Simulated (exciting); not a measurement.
The F K edge of atom 3 in CsSrF3, space group Pm-3m, with 2 Sr at 2.38 Å (linear, site symmetry 4/mmm), was computed at 2 levels: exchange and screened direct term (singlet BSE) and independent particles. Common settings: exciting, all-electron LAPW+lo, LDA, 3×3×3 shifted k points, 54 conduction bands, |G+q| up to 3 bohr⁻¹, full RPA screening with nempty = 85, Lorentzian half width 0.45 eV.

Energy from the Kohn–Sham onset, core level to the lowest empty state found on the meshes used; all runs on one relative scale:

```
E (eV)  run 1  run 2
  -4.5   0.02   0.01
  -4.0   0.03   0.01
  -3.5   0.04   0.01
  -3.0   0.06   0.01
  -2.5   0.09   0.01
  -2.0   0.15   0.01
  -1.5   0.31   0.01
  -1.0   0.85   0.02
  -0.5   1.12   0.02
   0.0   0.66   0.03
   0.5   0.46   0.05
   1.0   0.28   0.08
   1.5   0.22   0.15
   2.0   0.21   0.25
   2.5   0.25   0.39
   3.0   0.38   0.49
   3.5   0.51   0.44
   4.0   0.46   0.38
   4.5   0.25   0.30
   5.0   0.18   0.21
   5.5   0.17   0.19
   6.0   0.16   0.21
   6.5   0.17   0.27
   7.0   0.17   0.30
   7.5   0.18   0.30
   8.0   0.22   0.42
   8.5   0.15   0.34
   9.0   0.11   0.22
   9.5   0.10   0.25
  10.0   0.09   0.26
  10.5   0.10   0.23
  11.0   0.10   0.16
  11.5   0.15   0.12
  12.0   0.23   0.11
  12.5   0.20   0.10
  13.0   0.17   0.13
  13.5   0.13   0.15
  14.0   0.12   0.17
  14.5   0.14   0.21
  15.0   0.17   0.19
  15.5   0.20   0.15
  16.0   0.23   0.14
  16.5   0.20   0.16
  17.0   0.22   0.18
  17.5   0.27   0.19
  18.0   0.27   0.18
  18.5   0.30   0.19
  19.0   0.28   0.25
  19.5   0.24   0.29
  20.0   0.16   0.31
  20.5   0.13   0.33
  21.0   0.13   0.45
  21.5   0.13   0.41
  22.0   0.12   0.33
  22.5   0.10   0.30
  23.0   0.08   0.30
```

Question: Which run is which, and why?

Run 1: exchange and screened direct term (singlet BSE); highest local maximum in the window at -0.7 eV. Run 2: independent particles; highest local maximum in the window at 3.0 eV. The attractive direct term pulls weight down: the curves pass 0.19 at -1.8 and 1.7 eV in the order of the runs. Fine structure above the first lines is partly noise of the 27-point mesh.

[Banner, clock and machine lines of the logs are left out without a mark of their own.]

[Logs are printed without paths, hosts, clocks, repeated set-up lines and the standing remarks that a program may print on its own settings, such as how far it seeks lower states.]

[Hosts, paths, dates, database ids (printed as entryN), source tags and the programs' standing remarks are cut or masked in the printed files.]
